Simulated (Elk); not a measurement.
# Fixed-spin-moment curve of VRu

How stiff is the moment of VRu, and are there other minima?

Program: Elk 11.2.3 (patched build). Level of theory: LDA (Perdew-Wang); all-electron APW+lo, Dirac cores, scalar-relativistic bands. Results are calculated unless marked as measured.

## Step 1: Set-up

It takes space group Pm-3m (No. 221, cubic). The conventional cell has a = 2.990 Å, b = 2.990 Å, c = 2.990 Å, α = 90.00°, β = 90.00°, γ = 90.00°. Nearest to V lie 8 Ru at 2.59 Å. Nearest to Ru lie 8 V at 2.59 Å. Farther neighbours are not listed.

## Step 2: The free run

The free run shows where the moment settles by itself and gives the state from which the held runs start.

The last three numbers of an atom's line are a seed field in its sphere. It points against the wanted moment and shrinks by the factor reducebf each loop.

Input file elk.in:

```
tasks
  0

xctype
  3

rgkmax
  7.0

nempty
  12

swidth
  0.003

reducebf
  0.5

epsengy
  1e-05

maxscl
  120

lmaxi
  3

spinpol
  .true.

sppath
  './'

avec
  5.65028111263 0.00000000000 0.00000000000
  0.00000000000 5.65028111263 0.00000000000
  0.00000000000 0.00000000000 5.65028111263

atoms
  2
  'V.in'
  1
  0.5000000000 0.5000000000 0.5000000000   0.000000 0.000000 -0.112500
  'Ru.in'
  1
  0.0000000000 0.0000000000 0.0000000000   0.000000 0.000000 -0.112500

ngridk
  8 8 8
```

Launch:

```sh
$ OMP_NUM_THREADS=2 elk
```

Numbers of over 12 decimals in the logs are rounded to 6 here.

Log:

```text
Info(gndstate): no moment of its own; a second start begins; STATE.OUT holds the state before
Info(gndstate): the second start gave no lower state; one of another order, or behind a
 stronger field, isn't excluded

--- INFO.OUT ---
┌─────────────────────────┐
│ Elk code version 11.2.3 │
└─────────────────────────┘

All units are atomic (Hartree, Bohr, etc.)

┌─────────────────────────────────────────────────┐
│ Ground-state run starting from atomic densities │
└─────────────────────────────────────────────────┘

Lattice vectors :
   5.650281113       0.000000000       0.000000000
   0.000000000       5.650281113       0.000000000
   0.000000000       0.000000000       5.650281113

Reciprocal lattice vectors :
   1.112012868       0.000000000       0.000000000
   0.000000000       1.112012868       0.000000000
   0.000000000       0.000000000       1.112012868

Unit cell volume      :    180.3890478
Brillouin zone volume :    1.375084665

Muffin-tin inner radius fraction :   0.1000000000E-01

Nuclei treated as point charges

Species : 1 (V)
 parameters loaded from : V.in
 name : vanadium
 nuclear charge    :   -23.00000000
 electronic charge :    23.00000000
 atomic mass :    92860.67382
 muffin-tin radius :    2.324777751
 number of radial points in muffin-tin :    497
 inner part over the whole radius :   0.9705466995E-02
 number on inner part of muffin-tin    :    349
 approximate nuclear radius :   0.6897515165E-04
 number of mesh points to nuclear radius :    164
 atomic positions (lattice), magnetic fields (Cartesian) :
  1 :   0.00000000  0.00000000  0.00000000    0.00000000  0.00000000 -0.11250000

Species : 2 (Ru)
 parameters loaded from : Ru.in
 name : ruthenium
 nuclear charge    :   -44.00000000
 electronic charge :    44.00000000
 atomic mass :    184239.3393
 muffin-tin radius :    2.518509231
 number of radial points in muffin-tin :    597
 inner part over the whole radius :   0.9790572233E-02
 number on inner part of muffin-tin    :    424
 approximate nuclear radius :   0.8462081736E-04
 number of mesh points to nuclear radius :    212
 atomic positions (lattice), magnetic fields (Cartesian) :
  1 :   0.50000000  0.50000000  0.50000000    0.00000000  0.00000000 -0.11250000

Total number of atoms per unit cell :    2
Total muffin-tin volume :    119.5442948
 ratio of muffin-tin to unit cell volume :   0.6627026209

Spin treatment :
 spin-polarised
 global magnetic field (Cartesian) :    0.000000000       0.000000000       0.000000000
 collinear magnetisation in z-direction

Number of Bravais lattice symmetries :   48
Number of crystal symmetries         :   48
Crystal has inversion symmetry
Real symmetric eigensolver will be used

k-point grid :      8     8     8
k-point offset :    0.000000000       0.000000000       0.000000000
k-point set is reduced with full crystal symmetry group
Total number of k-points :       35

Muffin-tin radius times maximum |G+k| :    7.000000000
 using average radius
Maximum |G+k| for APW functions       :    2.890598895
Maximum (1/2)|G+k|²                   :    4.177780987
Maximum |G| for potential and density :    12.00000000
Constant for pseudocharge density :    8
 order of it for each species :   15  15
 order of it for pair densities of each species (exact exchange by exxq0 0: 15) :    9  11
Radial integration step length :    1

G-vector grid sizes :     24    24    24
Number of G-vectors :     5257

Maximum angular momentum used for
 APW functions            :    8
 outer part of muffin-tin :    6
 inner part of muffin-tin :    3

Total nuclear charge    :   -67.00000000
Total core charge       :    38.00000000
Total valence charge    :    29.00000000
Total excess charge     :    0.000000000
Total electronic charge :    67.00000000

Effective Wigner radius, rₛ :   0.8630095164

Number of empty states         :     24
Total number of valence states :     78
Total number of core states    :     38

Third-order local-orbitals added for an l without core states : T
Total number of local-orbitals :     36

Exchange-correlation functional :      3     0     0
 Perdew-Wang/Ceperley-Alder, Phys. Rev. B 45, 13244 (1992)
 gradient requirement :    0
 local density approximation (LDA)

Smearing type :    3
 Fermi-Dirac
Smearing width :   0.3000000000E-02
Effective electronic temperature (K) :    947.3250744

Mixing type :    3
 Broyden mixing, J. Phys. A: Math. Gen. 17, L317 (1984)

Kohn-Sham potential initialised from atomic data

┌──────────────────────────────┐
│ Self-consistent loop started │
└──────────────────────────────┘

┌─────────────────┐
│ Loop number : 1 │
└─────────────────┘

Energies :
 Fermi                       :     0.287389
 sum of occupied eigenvalues :     -3251.2775645513
 electron kinetic            :      5656.1843497577
 core electron kinetic       :      5448.8641167205
 Coulomb                     :     -10958.776656588
 Coulomb potential           :     -8692.7751441235
 nuclear-nuclear             :     -762.53344928042
 electron-nuclear            :     -11725.632550151
 Hartree                     :      1529.3893428432
 Madelung                    :     -6612.3890845266
 xc potential                :     -214.62855557472
 xc effective B-field        :    -0.17393939098092E-01
 external B-field            :      0.000000
 exchange                    :     -166.28319558120
 correlation                 :     -6.031035
 electron entropic           :    -0.16387354330787E-02
 total energy                :     -5474.9081760881
 (external B-field energy excluded from total)

Density of states at Fermi energy :    54.18204623
 (states/Hartree/unit cell)

Estimated indirect band gap :   0.1432543167E-02
 from k-point 17 to k-point 2
Estimated direct band gap   :   0.1043466665E-01
 at k-point 14

Charges :
 core                        :    38.00000000
 valence                     :    29.00000000
 interstitial                :    2.843131392
 muffin-tins (core leakage)
  species : 1 (V)
   atom 1                    :    22.28236052     ( -0.3528153904E-05)
  species : 2 (Ru)
   atom 1                    :    41.87450809     ( -0.5174315746E-05)
 total in muffin-tins        :    64.15686861
 total calculated charge     :    66.99977695
 total charge                :    67.00000000
 error                       :   0.2230519348E-03

Moments :
 interstitial                :  -0.1272297431E-01
 muffin-tins
  species : 1 (V)
   atom 1                    :   0.8176976456
  species : 2 (Ru)
   atom 1                    :   0.6150695211
 total in muffin-tins        :    1.432767167
 total moment                :    1.420044192

┌─────────────────┐
│ Loop number : 2 │
└─────────────────┘

Energies :
 Fermi                       :     0.288647
 sum of occupied eigenvalues :     -3251.3943955133
 electron kinetic            :      5656.2936202761
 core electron kinetic       :      5448.7041413055
 Coulomb                     :     -10959.125311984
 Coulomb potential           :     -8692.3420831560
 nuclear-nuclear             :     -762.53344928042
 electron-nuclear            :     -11726.785366984
 Hartree                     :      1530.1935042796
 Madelung                    :     -6612.9542704063
 xc potential                :     -215.28913407288
 xc effective B-field        :    -0.16820086541279E-01
 external B-field            :      0.000000
 exchange                    :     -166.29211821777
 correlation                 :     -6.031236
 electron entropic           :    -0.16697671235961E-02
 total energy                :     -5475.1567158476
 (external B-field energy excluded from total)

Density of states at Fermi energy :    55.45670529
 (states/Hartree/unit cell)

Estimated indirect band gap :   0.2113660589E-02
 from k-point 10 to k-point 5
Estimated direct band gap   :   0.9692445754E-02
 at k-point 8

Charges :
 core                        :    38.00000000
 valence                     :    29.00000000
 interstitial                :    2.836343547
 muffin-tins (core leakage)
  species : 1 (V)
   atom 1                    :    22.20329050     ( -0.3528153535E-05)
  species : 2 (Ru)
   atom 1                    :    41.96036596     ( -0.5174659837E-05)
 total in muffin-tins        :    64.16365645
 total calculated charge     :    66.99978918
 total charge                :    67.00000000
 error                       :   0.2108150693E-03

Moments :
 interstitial                :  -0.1373859546E-01
 muffin-tins
  species : 1 (V)
   atom 1                    :   0.8050289031
  species : 2 (Ru)
   atom 1                    :   0.6010487447
 total in muffin-tins        :    1.406077648
 total moment                :    1.392339052

RMS change in Kohn-Sham potential (target) :   0.8655523743     (  0.1000000000E-05)
Absolute change in total energy (target)   :   0.2485397595     (  0.1000000000E-04)

[... loops 3 to 52 left out ...]

┌──────────────────┐
│ Loop number : 53 │
└──────────────────┘

Energies :
 Fermi                       :     0.418088
 sum of occupied eigenvalues :     -3248.1084359001
 electron kinetic            :      5665.7420408619
 core electron kinetic       :      5449.8463008638
 Coulomb                     :     -10967.748261391
 Coulomb potential           :     -8684.8138612224
 nuclear-nuclear             :     -762.53344928042
 electron-nuclear            :     -11752.075214144
 Hartree                     :      1546.8604020331
 Madelung                    :     -6625.3413307802
 xc potential                :     -229.03661552568
 xc effective B-field        :    -0.12325314644575E-07
 external B-field            :      0.000000
 exchange                    :     -166.80222829339
 correlation                 :     -6.047458
 electron entropic           :    -0.27151949721683E-02
 total energy                :     -5474.8586216026
 (external B-field energy excluded from total)

Density of states at Fermi energy :    89.31692092
 (states/Hartree/unit cell)

Estimated indirect band gap :   0.2338076065E-02
 from k-point 12 to k-point 17
Estimated direct band gap   :   0.8525519895E-02
 at k-point 25

Charges :
 core                        :    38.00000000
 valence                     :    29.00000000
 interstitial                :    2.536620133
 muffin-tins (core leakage)
  species : 1 (V)
   atom 1                    :    21.55406555     ( -0.3528166383E-05)
  species : 2 (Ru)
   atom 1                    :    42.90931432     ( -0.5181533286E-05)
 total in muffin-tins        :    64.46337987
 total calculated charge     :    66.99987774
 total charge                :    67.00000000
 error                       :   0.1222585326E-03

Moments :
 interstitial                :  -0.7902291484E-04
 muffin-tins
  species : 1 (V)
   atom 1                    :  -0.8419768637E-03
  species : 2 (Ru)
   atom 1                    :  -0.1816312172E-05
 total in muffin-tins        :  -0.8437931759E-03
 total moment                :  -0.9228160907E-03

RMS change in Kohn-Sham potential (target) :   0.4886796516E-06 (  0.1000000000E-05)
Absolute change in total energy (target)   :   0.1985139534E-05 (  0.1000000000E-04)

Convergence targets achieved

┌──────────────────┐
│ Loop number : 54 │
└──────────────────┘

Energies :
 Fermi                       :     0.418088
 sum of occupied eigenvalues :     -3248.1084357935
 electron kinetic            :      5665.7420407857
 core electron kinetic       :      5449.8463008841
 Coulomb                     :     -10967.748261200
 Coulomb potential           :     -8684.8138613718
 nuclear-nuclear             :     -762.53344928042
 electron-nuclear            :     -11752.075213606
 Hartree                     :      1546.8604016860
 Madelung                    :     -6625.3413305144
 xc potential                :     -229.03661519346
 xc effective B-field        :    -0.12299466770369E-07
 external B-field            :      0.000000
 exchange                    :     -166.80222828678
 correlation                 :     -6.047458
 electron entropic           :    -0.27151949424895E-02
 total energy                :     -5474.8586214810
 (external B-field energy excluded from total)

Density of states at Fermi energy :    89.31691989
 (states/Hartree/unit cell)

Estimated indirect band gap :   0.2338094298E-02
 from k-point 12 to k-point 17
Estimated direct band gap   :   0.8525527993E-02
 at k-point 25

Charges :
 core                        :    38.00000000
 valence                     :    29.00000000
 interstitial                :    2.536620135
 muffin-tins (core leakage)
  species : 1 (V)
   atom 1                    :    21.55406558     ( -0.3528166379E-05)
  species : 2 (Ru)
   atom 1                    :    42.90931428     ( -0.5181534707E-05)
 total in muffin-tins        :    64.46337986
 total calculated charge     :    66.99987774
 total charge                :    67.00000000
 error                       :   0.1222585333E-03

Moments :
 interstitial                :  -0.7893256809E-04
 muffin-tins
  species : 1 (V)
   atom 1                    :  -0.8410947829E-03
  species : 2 (Ru)
   atom 1                    :  -0.1839039531E-05
 total in muffin-tins        :  -0.8429338224E-03
 total moment                :  -0.9218663905E-03

┌──────────────────────────────┐
│ Self-consistent loop stopped │
└──────────────────────────────┘

Wrote STATE.OUT
```

Wall time 1.7 min (2 threads of Arm Neoverse V2, shared host); peak memory 0.1 GiB.

The moments died away, and this build then starts once more from a stronger push, within the same count of loops. That gave no lower state.

This step gave:

| Quantity | Value |
| --- | --- |
| final state | non-magnetic |

After 54 cycles the seed has died away: no moment is left.

## Step 3: Moment fixed at 0 μB

Holding the total moment away from its free value maps the energy around and beyond the minimum.

A uniform field is adjusted until the total moment meets the target; the run goes on from the state before.

Input file elk.in:

```
tasks
  1

xctype
  3

rgkmax
  7.0

nempty
  12

swidth
  0.003

reducebf
  0.5

epsengy
  1e-05

maxscl
  120

lmaxi
  3

spinpol
  .true.

fsmtype
  1

momfix
  0.000000 0.000000 0.000000

taufsm
  0.02

sppath
  './'

avec
  5.65028111263 0.00000000000 0.00000000000
  0.00000000000 5.65028111263 0.00000000000
  0.00000000000 0.00000000000 5.65028111263

atoms
  2
  'V.in'
  1
  0.5000000000 0.5000000000 0.5000000000   0.000000 0.000000 -0.000112
  'Ru.in'
  1
  0.0000000000 0.0000000000 0.0000000000   0.000000 0.000000 -0.000112

ngridk
  8 8 8
```

Launch:

```sh
$ OMP_NUM_THREADS=2 elk
```

Log:

```text
┌─────────────────────────┐
│ Elk code version 11.2.3 │
└─────────────────────────┘

All units are atomic (Hartree, Bohr, etc.)

┌──────────────────────────────────────────┐
│ Ground-state run resuming from STATE.OUT │
└──────────────────────────────────────────┘

Lattice vectors :
   5.650281113       0.000000000       0.000000000
   0.000000000       5.650281113       0.000000000
   0.000000000       0.000000000       5.650281113

Species : 1 (V)
 muffin-tin radius :    2.324777751
 atomic positions (lattice), magnetic fields (Cartesian) :
  1 :   0.00000000  0.00000000  0.00000000    0.00000000  0.00000000  0.00000000

Species : 2 (Ru)
 muffin-tin radius :    2.518509231
 atomic positions (lattice), magnetic fields (Cartesian) :
  1 :   0.50000000  0.50000000  0.50000000    0.00000000  0.00000000  0.00000000

Total number of atoms per unit cell :    2
Total muffin-tin volume :    119.5442948
 ratio of muffin-tin to unit cell volume :   0.6627026209

Spin treatment :
 spin-polarised
 global magnetic field (Cartesian) :    0.000000000       0.000000000       0.000000000
 collinear magnetisation in z-direction
 fixed spin moment (FSM) calculation, type :    1
  fixing total moment to (Cartesian) :
     0.000000000       0.000000000       0.000000000

Number of Bravais lattice symmetries :   48
Number of crystal symmetries         :   48
Crystal has inversion symmetry
Real symmetric eigensolver will be used

k-point grid :      8     8     8
k-point offset :    0.000000000       0.000000000       0.000000000
k-point set is reduced with full crystal symmetry group
Total number of k-points :       35

Muffin-tin radius times maximum |G+k| :    7.000000000
 using average radius
Maximum |G+k| for APW functions       :    2.890598895
Maximum (1/2)|G+k|²                   :    4.177780987
Maximum |G| for potential and density :    12.00000000
Constant for pseudocharge density :    8
 order of it for each species :   15  15
 order of it for pair densities of each species (exact exchange by exxq0 0: 15) :    9  11
Radial integration step length :    1

G-vector grid sizes :     24    24    24
Number of G-vectors :     5257

Maximum angular momentum used for
 APW functions            :    8
 outer part of muffin-tin :    6

Number of empty states         :     24
Total number of valence states :     78
Total number of core states    :     38

Third-order local-orbitals added for an l without core states : T
Total number of local-orbitals :     36

Exchange-correlation functional :      3     0     0
 Perdew-Wang/Ceperley-Alder, Phys. Rev. B 45, 13244 (1992)
 gradient requirement :    0
 local density approximation (LDA)

Smearing type :    3
 Fermi-Dirac
Smearing width :   0.3000000000E-02
Effective electronic temperature (K) :    947.3250744

Mixing type :    1
 Adaptive linear mixing

Potential read in from STATE.OUT

┌──────────────────────────────┐
│ Self-consistent loop started │
└──────────────────────────────┘

[... earlier loops left out ...]

┌─────────────────┐
│ Loop number : 8 │
└─────────────────┘

Energies :
 Fermi                       :     0.418088
 sum of occupied eigenvalues :     -3248.1084307528
 electron kinetic            :      5665.7420326810
 core electron kinetic       :      5449.8462945088
 Coulomb                     :     -10967.748253507
 Coulomb potential           :     -8684.8138597442
 nuclear-nuclear             :     -762.53344928042
 electron-nuclear            :     -11752.075199908
 Hartree                     :      1546.8603956811
 Madelung                    :     -6625.3413236349
 xc potential                :     -229.03660368914
 xc effective B-field        :    -0.20655851851818E-09
 external B-field            :      0.000000
 exchange                    :     -166.80222802677
 correlation                 :     -6.047458
 electron entropic           :    -0.27151948871602E-02
 total energy                :     -5474.8586216299
 (external B-field energy excluded from total)

Density of states at Fermi energy :    89.31688103
 (states/Hartree/unit cell)

Estimated indirect band gap :   0.2354431679E-02
 from k-point 12 to k-point 17
Estimated direct band gap   :   0.8526899506E-02
 at k-point 25

Charges :
 core                        :    38.00000000
 valence                     :    29.00000000
 interstitial                :    2.536620156
 muffin-tins (core leakage)
  species : 1 (V)
   atom 1                    :    21.55406588     ( -0.3528166040E-05)
  species : 2 (Ru)
   atom 1                    :    42.90931396     ( -0.5181533776E-05)
 total in muffin-tins        :    64.46337984
 total calculated charge     :    66.99987774
 total charge                :    67.00000000
 error                       :   0.1222586109E-03

Moments :
 interstitial                :   0.3132473542E-05
 muffin-tins
  species : 1 (V)
   atom 1                    :  -0.4803999792E-04
  species : 2 (Ru)
   atom 1                    :   0.1100575245E-03
 total in muffin-tins        :   0.6201752653E-04
 total moment                :   0.6515000007E-04

FSM global effective field   :  -0.1319128911E-05

┌──────────────────────────────┐
│ Self-consistent loop stopped │
└──────────────────────────────┘

Wrote STATE.OUT
```

Wall time 15 s (2 threads); peak memory 0.11 GiB; 30 s of CPU time.

This step gave:

| Quantity | Value |
| --- | --- |
| magnetization | 0 μB |

Its energy is that of the free run within the threshold.

[end of part 1 of 2]

[Logs and program files are shortened in this print: banners, set-up blocks, solver, clock and traceback lines can be left out without a mark of their own.]

[Logs are printed without paths, hosts, clocks, repeated set-up lines and the standing remarks that a program may print on its own settings, such as how far it seeks lower states.]

[Hosts, paths, dates, database ids (printed as entryN), source tags and the programs' standing remarks are cut or masked in the printed files.]

[Where a cell is said to come from a database of computed structures, the database is the Materials Project.]
